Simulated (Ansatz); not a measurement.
# CdAgCl3 (model cell, started as cubic perovskite with Cd in the octahedra): a soft mode frozen in, part 2 of 2

Wanted: the energy along a soft mode of CdAgCl3 (model cell, started as cubic perovskite with Cd in the octahedra) and the structure at the end.

Ansatz 0.2.0; DFT PBEsol, scalar-relativistic, plane waves, PAW.

So far, highest frequency on the path or at a solved wavevector (cm⁻¹): step 2 (response at finite wavevector) 336. Also lowest frequency on the path (cm⁻¹): step 2 -126.

The structure was built from a prototype and need not be the compound's stable phase.

## 6. Relaxation from the frozen mode

Starting from the lowest point found, all atoms and the cell are let go, so that strain and other modes of the same symmetry can join in.

Input file input.yaml:

```yaml
crystal:
  lattice:
    - [5.0585249677, 0.0, 0.0]
    - [0.0, 5.0585249677, 0.0]
    - [0.0, 0.0, 5.0585249677]
  atoms:
    - { symbol: Ag, position: [0.0, -0.0902238656, 0.0] }
    - { symbol: Cd, position: [0.5, 0.5023961044, 0.5] }
    - { symbol: Cl, position: [0.5, 0.6186116514, 0.0] }
    - { symbol: Cl, position: [0.5, 0.0297140823, 0.5] }
    - { symbol: Cl, position: [0.0, 0.6186116514, 0.5] }
kpoints:
  mp_grid: { grid: [6, 6, 6] }
hamiltonian:
  xc: pbesol
scf:
  occupations: { method: fixed }
output:
  forces: true
  stress: true
  eigenvalues: true
relax:
  adjacent_minimum: "off"
  f_tol: 0.002
  max_steps: 120
  cell: { stress_tol: 0.03 }
```

Command:

```sh
ansatz run input.yaml --threads 8 --pin off --max-ram 14336MiB --backend cpu --events-out ev --progress --plain --runs-dir out
```

Numbers of over 12 decimals in the logs are rounded to 6 here.

The log of the run:

```text
[...]
Crystal: 5 atoms, lattice volume = 129.441 Å³
Basis set: ecut = 420 eV, 2517 PW (Γ), exchange–correlation on 72×72×72 points (8 copies of the dense FFT grid, shifted against one another)
Bands: 36, of which v1, the nominal top of the filled ones, is band 30 counted from 1 (29 counted from 0)
Symmetry: 8 space group operations
[...]
k-points: 40 of 216 (time reversal used)
[...]
SCF iter   1: F=—  HF=-18891.505194 eV  |F-HF|=—  |Δ(HF+E_count)|=         —  Δρ=5.27e-3  dr2=4.28e-2  ethr=1.77e-3  ⟨swp⟩=5.0  Hψ=4953  notcnv=0  defer=153
[...]
SCF iter   8: F=-18891.492331 eV  HF=-18891.492331 eV  |F-HF|=1.67e-9  |Δ(HF+E_count)|=   1.01e-7  Δρ=2.42e-6  dr2=1.04e-8  ethr=1.67e-10  ⟨swp⟩=10.4  Hψ=6784  notcnv=0
SCF 1 converged in 8 iterations: F = -18891.492331 eV  dr2 = 1.04e-8
[...]
relax step   1: F+E_penalty+E_count = -18891.49233103 eV  Δ(F+E_penalty+E_count) = +0.000e0 eV  max|allowed force component| = 8.256e-1 eV/Å  Δτ_max = 0.0000 Å  P = +0.137 GPa  Ω = 129.441 Å³  (8 SCF iters, dr2 threshold 1.00e-7 eV, accepted)
Crystal: 5 atoms, lattice volume = 131.731 Å³
Basis set: ecut = 420 eV, 2541 PW (Γ), exchange–correlation on 72×72×72 points (8 copies of the dense FFT grid, shifted against one another)
[...]
iter 1 solved again at ethr=2.21e-4 eV; its pass at ethr=3.10e-3 eV (dr2=1.33e-1 eV) is discarded
[...]
SCF iter   7: F=-18891.692049 eV  HF=-18891.692049 eV  |F-HF|=8.84e-8  |Δ(HF+E_count)|=   2.39e-6  Δρ=9.59e-6  dr2=2.06e-7  ethr=8.33e-10  ⟨swp⟩=11.1  Hψ=7003  notcnv=0
SCF 2 converged in 7 iterations: F = -18891.692049 eV  dr2 = 2.06e-7
relax step   2: F+E_penalty+E_count = -18891.69204868 eV  Δ(F+E_penalty+E_count) = -1.997e-1 eV  max|allowed force component| = 6.594e-1 eV/Å  Δτ_max = 0.1949 Å  P = +0.039 GPa  Ω = 131.731 Å³  energy of the carried Pulay correction = -2.461e-4 eV  (7 SCF iters, dr2 threshold 5.00e-7 eV, accepted)
Crystal: 5 atoms, lattice volume = 132.165 Å³
Basis set: ecut = 420 eV, 2573 PW (Γ), exchange–correlation on 72×72×72 points (8 copies of the dense FFT grid, shifted against one another)
[...]
SCF iter   7: F=-18891.832263 eV  HF=-18891.832263 eV  |F-HF|=1.92e-7  |Δ(HF+E_count)|=   3.62e-6  Δρ=9.23e-6  dr2=2.41e-7  ethr=8.33e-10  ⟨swp⟩=9.4  Hψ=7601  notcnv=0
SCF 3 converged in 7 iterations: F = -18891.832263 eV  dr2 = 2.41e-7
relax step   3: F+E_penalty+E_count = -18891.83226304 eV  Δ(F+E_penalty+E_count) = -1.402e-1 eV  max|allowed force component| = 3.861e-1 eV/Å  Δτ_max = 0.1945 Å  P = +0.557 GPa  Ω = 132.165 Å³  energy of the carried Pulay correction = -2.922e-4 eV  (7 SCF iters, dr2 threshold 5.00e-7 eV, accepted)
[... from here on, the SCF cycles and remarks between the steps are left out ...]
relax step   4: F+E_penalty+E_count = -18891.91276097 eV  Δ(F+E_penalty+E_count) = -8.050e-2 eV  max|allowed force component| = 1.680e-1 eV/Å  Δτ_max = 0.1949 Å  P = +0.291 GPa  Ω = 135.691 Å³  energy of the carried Pulay correction = -6.617e-4 eV  (7 SCF iters, dr2 threshold 5.00e-7 eV, accepted)
relax step   5: F+E_penalty+E_count = -18891.94154190 eV  Δ(F+E_penalty+E_count) = -2.878e-2 eV  max|allowed force component| = 5.054e-2 eV/Å  Δτ_max = 0.1712 Å  P = -0.049 GPa  Ω = 139.018 Å³  energy of the carried Pulay correction = -1.001e-3 eV  (8 SCF iters, dr2 threshold 5.00e-7 eV, accepted)
relax step   6: F+E_penalty+E_count = -18891.95468928 eV  Δ(F+E_penalty+E_count) = -1.315e-2 eV  max|allowed force component| = 8.761e-2 eV/Å  Δτ_max = 0.1954 Å  P = +0.289 GPa  Ω = 139.195 Å³  energy of the carried Pulay correction = -1.019e-3 eV  (7 SCF iters, dr2 threshold 4.54e-7 eV, accepted)
relax step   7: F+E_penalty+E_count = -18891.97379916 eV  Δ(F+E_penalty+E_count) = -1.911e-2 eV  max|allowed force component| = 1.057e-1 eV/Å  Δτ_max = 0.1937 Å  P = -0.074 GPa  Ω = 140.195 Å³  energy of the carried Pulay correction = -1.120e-3 eV  (7 SCF iters, dr2 threshold 5.00e-7 eV, accepted)
relax step   8: F+E_penalty+E_count = -18891.97671667 eV  Δ(F+E_penalty+E_count) = -2.918e-3 eV  max|allowed force component| = 3.222e-2 eV/Å  Δτ_max = 0.1946 Å  P = -0.099 GPa  Ω = 140.116 Å³  energy of the carried Pulay correction = -1.112e-3 eV  (7 SCF iters, dr2 threshold 5.00e-7 eV, accepted)
relax step   9: F+E_penalty+E_count = -18891.98682095 eV  Δ(F+E_penalty+E_count) = -1.010e-2 eV  max|allowed force component| = 7.670e-3 eV/Å  Δτ_max = 0.0252 Å  P = +0.016 GPa  Ω = 140.046 Å³  energy of the carried Pulay correction = -1.105e-3 eV  (6 SCF iters, dr2 threshold 5.00e-7 eV, accepted)
relax step  10: F+E_penalty+E_count = -18891.98692428 eV  Δ(F+E_penalty+E_count) = -1.033e-4 eV  max|allowed force component| = 2.873e-3 eV/Å  Δτ_max = 0.0184 Å  P = -0.010 GPa  Ω = 140.164 Å³  energy of the carried Pulay correction = -1.116e-3 eV  (7 SCF iters, dr2 threshold 8.53e-9 eV, accepted)
relax step  11: F+E_penalty+E_count = -18891.98684118 eV  Δ(F+E_penalty+E_count) = +8.310e-5 eV  max|allowed force component| = 4.663e-2 eV/Å  Δτ_max = 0.0364 Å  P = -0.001 GPa  Ω = 140.154 Å³  energy of the carried Pulay correction = -1.115e-3 eV  (8 SCF iters, dr2 threshold 5.16e-10 eV, rejected (line search))
relax step  12: F+E_penalty+E_count = -18891.98697264 eV  Δ(F+E_penalty+E_count) = -4.836e-5 eV  max|allowed force component| = 1.197e-3 eV/Å  Δτ_max = 0.0178 Å  P = -0.003 GPa  Ω = 140.147 Å³  energy of the carried Pulay correction = -1.115e-3 eV  (9 SCF iters, accepted)
relax step  13: F+E_penalty+E_count = -18891.98698323 eV  Δ(F+E_penalty+E_count) = -1.059e-5 eV  max|allowed force component| = 3.079e-4 eV/Å  Δτ_max = 0.0140 Å  P = -0.003 GPa  Ω = 140.146 Å³  energy of the carried Pulay correction = -1.115e-3 eV  (9 SCF iters, accepted)
[...]
SCF iter   6: F=-18891.987938 eV  HF=-18891.987938 eV  |F-HF|=2.55e-11  |Δ(HF+E_count)|=  3.35e-10  Δρ=7.16e-8  dr2=5.68e-12  ethr=1.00e-12  ⟨swp⟩=12.5  Hψ=8346  notcnv=0
SCF 14 converged in 6 iterations: F = -18891.987938 eV  dr2 = 5.68e-12
relax step  14: F+E_penalty+E_count = -18891.98793841 eV  Δ(F+E_penalty+E_count) = -9.552e-4 eV  max|allowed force component| = 3.080e-4 eV/Å  Δτ_max = 0.0000 Å  P = -0.007 GPa  Ω = 140.146 Å³  stress off target by 8.04e-3 GPa  SCF on the basis re-selected at this cell (its energy is not comparable with the rows above)  (6 SCF iters)
basis re-selected at this cell: Δ(F+E_penalty+E_count) = -9.552e-4 eV, ΔP = -0.004 GPa vs the last step (what re-selecting the basis moved, of the pressure what is left beyond the Pulay correction that the steps carried, after the strain that the cell walked since its last selection, with what the two solves' SCF thresholds leave and, on support functions, any second-order correction that the steps lacked; it is no m [...]
SCF converged after 6 iterations
Free energy (F): -18891.987938 eV
[...]
Internal energy: -18891.987938 eV  (E = F + TS)
E sigma→0 (E₀):  -18891.987938 eV
Fermi energy:    4.539080 eV
[...]
--- Forces (eV/Å), atoms counted from 1 ---
  atom   1  Ag     0.00000000     0.00022085     0.00000000
  atom   2  Cd     0.00000000    -0.00004712     0.00000000
  atom   3  Cl     0.00000000    -0.00024118    -0.00000000
  atom   4  Cl     0.00000000     0.00030785    -0.00000000
  atom   5  Cl    -0.00000000    -0.00024118     0.00000000
  max |Σ_I F_I| component: 7.79e-7 eV/Å
--- Stress (GPa, compression-positive) ---
       -0.008041       0.000000       0.000000
        0.000000      -0.004601      -0.000000
        0.000000      -0.000000      -0.008041
  P = ⅓ Tr σ = -0.0069 GPa (-0.069 kbar)
--- Band table (eV; the first three rows and the last of 40) ---
  k-point 0: bands = [... 26 lower, 1.9980, 2.1932, 2.8053, 2.8053, 4.7162, 5.7116, 10.7917, 12.2012, ... 2 higher]
  k-point 1: bands = [... 26 lower, 2.2384, 2.3031, 2.6891, 2.8138, 5.2445, 6.1210, 10.9476, 11.6950, ... 2 higher]
  k-point 2: bands = [... 26 lower, 2.3633, 2.5711, 2.7865, 2.8345, 6.3830, 7.2152, 10.9616, 11.1501, ... 2 higher]
  k-point 39: bands = [... 26 lower, 3.2330, 3.2330, 3.4792, 4.5391, 8.1261, 8.7550, 8.7550, 9.8841, ... 2 higher]
--- Relaxed structure (13 steps of the walk, 12 accepted, 1 SCFs on fresh bases) ---
  F+E_penalty+E_count = -18891.98793841 eV   max|allowed force component| = 3.080e-4 eV/Å   (the final SCF, on the basis selected at the relaxed cell)
  cell:  # Å, volume = 140.1463 Å³
    - [5.281111, 0, 0]
    - [0, 5.024941, 0.0]
    - [0, 0.0, 5.281111]
  atoms:
    - { symbol: Ag, position: [0, -0.364272, 0] }
    - { symbol: Cd, position: [0.5, 0.635827, 0.5] }
    - { symbol: Cl, position: [0.5, 0.635863, 0] }
    - { symbol: Cl, position: [0.5, 0.135829, 0.5] }
    - { symbol: Cl, position: [0, 0.635863, 0.5] }
```

Run time: 31 s. Hardware: 8 threads of Arm Neoverse V2, shared host; peak memory 0.63 GiB; 3.8 min of CPU time.

The steps of the relaxation:

```tsv
step	energy less that of the first step (eV)	largest force component (eV/Å)	pressure (GPa)	volume (Å³)
1	0.0000	0.8256	0.14	129.44
2	-0.1997	0.6594	0.04	131.73
3	-0.3399	0.3861	0.56	132.16
4	-0.4204	0.1680	0.29	135.69
5	-0.4492	0.0505	-0.05	139.02
6	-0.4624	0.0876	0.29	139.19
7	-0.4815	0.1057	-0.07	140.20
8	-0.4844	0.0322	-0.10	140.12
9	-0.4945	0.0077	0.02	140.05
10	-0.4946	0.0029	-0.01	140.16
11	-0.4945	0.0466	0.00	140.15
12	-0.4946	0.0012	0.00	140.15
13	-0.4947	0.0003	0.00	140.15
14*	-0.4956	0.0003	-0.01	140.15
```

Relaxation steps marked * repeat the geometry before them on a plane-wave basis chosen anew for their cell, so energy and pressure can jump there. Relaxation step 11 was tried and not accepted.

The run keeps the 8 symmetry operations that it works with, so distortions that break them were not tested.

```tsv
conventional cell, symmetrised	before	after	change
a (Å)	5.059	5.281	+4.4 %
b (Å)	5.059	5.281	+4.4 %
c (Å)	5.059	5.025	-0.7 %
volume (Å³/atom)	25.89	28.03	+8.3 %
```

The atoms that moved most (Å, as changes of fractional coordinates times the final cell):

```tsv
atom	dx	dy	dz	length
Ag1	0.000	-1.377	0.000	1.377
Cd2	0.000	0.670	0.000	0.670
Cl4	0.000	0.533	0.000	0.533
Cl3	0.000	0.087	0.000	0.087
Cl5	0.000	0.087	0.000	0.087
```

Final coordinates:

```cif
data_structure
_symmetry_space_group_name_H-M 'P 1'
_symmetry_Int_Tables_number 1
_cell_length_a 5.2811
_cell_length_b 5.0249
_cell_length_c 5.2811
_cell_angle_alpha 90.000
_cell_angle_beta 90.000
_cell_angle_gamma 90.000
_cell_volume 140.15
loop_
_atom_site_label
_atom_site_type_symbol
_atom_site_fract_x
_atom_site_fract_y
_atom_site_fract_z
_atom_site_occupancy
Ag1 Ag 0.00000 0.63573 0.00000 1
Cd2 Cd 0.50000 0.63583 0.50000 1
Cl3 Cl 0.50000 0.63586 0.00000 1
Cl4 Cl 0.50000 0.13583 0.50000 1
Cl5 Cl 0.00000 0.63586 0.50000 1
```

This step gave:

```
pressure          : -0.006894 GPa
gap on the k-mesh : 0.1771 eV
volume per atom   : 28.03 Å³
```

The distorted start has space group P4mm; the relaxation ends in P4/mmm.

## 7. The new phase in its own primitive cell

The relaxed structure is symmetrised, reduced to its primitive cell and relaxed tightly, as its phonons need.

input.yaml, the sections that differ from step 6:

```yaml
crystal:
  lattice:
    - [5.2811107647, 0.0, 0.0]
    - [0.0, 5.2811107647, 0.0]
    - [0.0, 0.0, 5.0249406892]
  atoms:
    - { symbol: Ag, position: [0.0, 0.0, 0.0] }
    - { symbol: Cd, position: [0.5, 0.5, 0.0] }
    - { symbol: Cl, position: [0.5, 0.0, 0.0] }
    - { symbol: Cl, position: [0.5, 0.5, 0.5] }
    - { symbol: Cl, position: [0.0, 0.5, 0.0] }
relax:
  adjacent_minimum: "off"
  f_tol: 0.001
  max_steps: 60
  cell: { stress_tol: 0.01 }
# kpoints, hamiltonian, scf, output: as in step 6
```

The log of the run:

```text
[...]
Crystal: 5 atoms, lattice volume = 140.146 Å³
Basis set: ecut = 420 eV, 2729 PW (Γ), exchange–correlation on 72×72×72 points (8 copies of the dense FFT grid, shifted against one another)
Bands: 36, of which v1, the nominal top of the filled ones, is band 30 counted from 1 (29 counted from 0)
Symmetry: 16 space group operations
[...]
k-points: 40 of 216
[...]
--- Relaxed structure (1 steps of the walk, 1 accepted, 1 SCFs on fresh bases) ---
[...]
cell:  # Å, volume = 140.1463 Å³
    - [5.2811107647, 0.0, 0.0]
    - [0.0, 5.2811107647, 0.0]
    - [0.0, 0.0, 5.0249406892]
  atoms:
    - { symbol: Ag, position: [0.0, 0.0, 0.0] }
    - { symbol: Cd, position: [0.5, 0.5, 0.0] }
    - { symbol: Cl, position: [0.5, 0.0, 0.0] }
    - { symbol: Cl, position: [0.5, 0.5, 0.500000] }
    - { symbol: Cl, position: [0.0, 0.5, 0.0] }
[key lines of the parts left out:]
SCF converged after 8 iterations
Free energy (F): -18891.987939 eV
Fermi energy:    4.539080 eV
P = ⅓ Tr σ = -0.0069 GPa (-0.069 kbar)
```

Run time: 2.9 s. Hardware: 8 threads; peak memory 0.65 GiB.

Little changed from the start: no atom moved by 0.005 Å and no cell edge by 0.1 %.

This step gave:

- pressure: -0.006891 GPa
- direct gap on mesh: 1.911 eV

The forces vanish by symmetry and the pressure is -0.007 GPa, within the tolerances set. The cell now holds 28.03 Å³/atom.

## 8. Modes of the new phase

A relaxed structure may still be a saddle point, so its zone-centre modes are computed. No field response is asked.

Edit input.yaml of step 7 so:

```diff
@@ -18,9 +18,4 @@
 output:
-  forces: true
-  stress: true
   eigenvalues: true
-relax:
-  adjacent_minimum: "off"
-  f_tol: 0.001
-  max_steps: 60
-  cell: { stress_tol: 0.01 }
+phonons:
+  method: dfpt
```

The log of the run:

```text
zone centre: on kpoints.mp_grid the ground state, and the responses unless they are solved on pairs of k-points, stand on 64 of the mesh's 216 k-points, reduced under 8 symmetry operations, with k and −k counted as one. Each operation leaves every solved displacement unchanged or reverses it
[...]
Crystal: 5 atoms, lattice volume = 140.146 Å³
Basis set: ecut = 420 eV, 2729 PW (Γ), exchange–correlation on 72×72×72 points (8 copies of the dense FFT grid, shifted against one another)
Bands: 36, of which v1, the nominal top of the filled ones, is band 30 counted from 1 (29 counted from 0)
Symmetry: 16 space group operations
k-points: 64 of 216 (irreducible under 8 space group operations)
[...]
SCF iter   1: F=—  HF=-18891.997501 eV  |F-HF|=—  |Δ(HF+E_count)|=         —  Δρ=4.38e-3  dr2=2.95e-2  ethr=1.77e-3  ⟨swp⟩=5.0  Hψ=7972  notcnv=0  defer=241
[...]
SCF iter  10: F=-18891.987939 eV  HF=-18891.987939 eV  |F-HF|=2.55e-11  |Δ(HF+E_count)|=   2.16e-9  Δρ=2.03e-7  dr2=9.14e-11  ethr=1.00e-12  ⟨swp⟩=13.7  Hψ=14104  notcnv=0
SCF 1 converged in 10 iterations: F = -18891.987939 eV  dr2 = 9.14e-11
[...]
DFPT response loops at Γ: preconditioner auto → none (the input reference at scf.mixing.eps_inf says where Resta's filter doesn't serve); β = 0.50; Broyden in place of MSR1
SCF converged after 10 iterations
Free energy (F): -18891.987939 eV
[...]
Internal energy: -18891.987939 eV  (E = F + TS)
E sigma→0 (E₀):  -18891.987939 eV
Fermi energy:    4.539077 eV
[...]
--- Band table (eV; the first three rows and the last of 64) ---
  k-point 0: bands = [... 26 lower, 1.9980, 2.1932, 2.8053, 2.8053, 4.7162, 5.7116, 10.7917, 12.2012, ... 2 higher]
  k-point 1: bands = [... 26 lower, 1.9451, 1.9638, 2.7841, 2.7841, 5.3736, 5.8580, 10.3986, 12.3660, ... 2 higher]
  k-point 2: bands = [... 26 lower, 1.7627, 1.8969, 2.7402, 2.7402, 6.0220, 6.9652, 9.7075, 12.5752, ... 2 higher]
  k-point 63: bands = [... 26 lower, 3.2330, 3.2330, 3.4792, 4.5391, 8.1261, 8.7550, 8.7550, 9.8841, ... 2 higher]
--- Phonons (Γ-DFPT): 9 representative perturbations + reference, on 64 of 216 k-points (Σ response iterations 27) ---
  k mesh reduced under 8 symmetry operations, with k and −k counted as one. Each operation leaves every solved displacement unchanged or reverses it
  ASR residual: 3.203e-4 → 0.000e0 eV/Å²; symmetrization residual: 2.941e-5 eV/Å²
  ASR residual per site (eV/Å²): 2.79e-5 5.80e-5 2.08e-4 3.20e-4 2.08e-4
[...]
non-analytic LO–TO correction: not included (Born effective charges unavailable; polar crystals: no LO–TO splitting at Γ)
```

It took 30 s on 8 threads; peak memory 1.3 GiB.

Numbers from this step:

```yaml
sum_rule_residual_before_enforcement: 3.20e-4 eV/Å²
point_group: 4/mmm
highest_optical_mode_at_the_zone_centre_no_lo_to_term: 277.6 cm⁻¹
lowest_optical_zone_centre_mode: -16.29 cm⁻¹
```

Without the LO-TO term. Patterns of degenerate modes are one choice out of their space. The modes at Γ (shares of kinetic energy by element, %) (negative means imaginary):

```tsv
mode	frequency (cm⁻¹)	symmetry	Ag %	Cd %	Cl %
1	-16.3	Eu	11	3	87
2	-16.3	Eu	11	3	87
3	0.0	acoustic	33	34	33
4	0.0	acoustic	33	34	33
5	0.0	acoustic	33	34	33
6	13.5	A2u	55	37	7
7	53.9	Eu	37	50	13
8	53.9	Eu	37	50	13
9	54.4	B2u	0	0	100
10	70.2	A2u	12	13	76
11	159.5	Eu	18	3	79
12	159.5	Eu	18	3	79
13	222.2	Eu	1	9	89
14	222.2	Eu	1	9	89
15	277.6	A2u	0	16	84
```

Displacements in mode 2 (-16.3 cm⁻¹), the largest set to 1:
```
Ag1 -0.03 -0.20  0.00
Cd2 -0.01 -0.11  0.00
Cl3 -0.02  0.12  0.00
Cl4  0.12  1.00  0.00
Cl5  0.01 -0.16  0.00
```

Displacements in mode 10 (70.2 cm⁻¹), the largest set to 1:
```
Ag1  0.00  0.00 -0.32
Cd2  0.00  0.00 -0.32
Cl3  0.00  0.00  1.00
Cl4  0.00  0.00 -0.01
Cl5  0.00  0.00  1.00
```

Before it was imposed, the acoustic sum rule was missed by 3.2e-4 eV/Å². Small misses are needed for a sound result but don't prove that mesh and cutoff are converged. The lowest optical mode is imaginary, 16.3i cm⁻¹, so the energy falls along it.

## 9. Results

```
unstable mode of the parent                                                      : q = (0, 0, 0), 95i cm⁻¹
depth at the lowest point sampled                                                : 106 meV/atom
largest atomic shift at that point                                               : 0.6 Å
space group reached (within 0.01 Å)                                              : P4/mmm
energy gained over the parent (first relaxation, on the mesh of the frozen mode) : 205 meV/atom
volume per atom, phase reached                                                   : 28.0 Å³
gap on the k-mesh, phase reached                                                 : 0.177 eV
lowest optical zone-centre mode, phase reached                                   : -16.3 cm⁻¹
highest optical mode at the zone centre (no LO-TO term), phase reached           : 278 cm⁻¹
```

**Reading.** Along this mode the structure falls into P4/mmm, 205 meV/atom below the parent. At the parent's cell the well is 106.3 meV/atom deep on the steps tried, with its lowest point at a shift of 0.6 Å. That is the last step tried, so the steps alone don't bracket the bottom of the well. Relaxing atoms and cell changes the gain by +99.12 meV/atom against the lowest step (energies at zero smearing). The new phase still has an imaginary mode at the zone centre of its cell, so it is a saddle point on the way to a lower structure. Of the 7 patterns followed to their end from this parent, this one ends 120 meV/atom above the lowest, R-3c. Each path keeps the symmetry of its pattern, so a lower phase may lie along a pattern not tried. The starting cell was built on a prototype and not taken from a measurement, so the phase need not exist.

[Logs are printed without paths, hosts, clocks, repeated set-up lines and the standing remarks that a program may print on its own settings, such as how far it seeks lower states.]

[Hosts, paths, dates, database ids (printed as entryN), source tags and the programs' standing remarks are cut or masked in the printed files.]
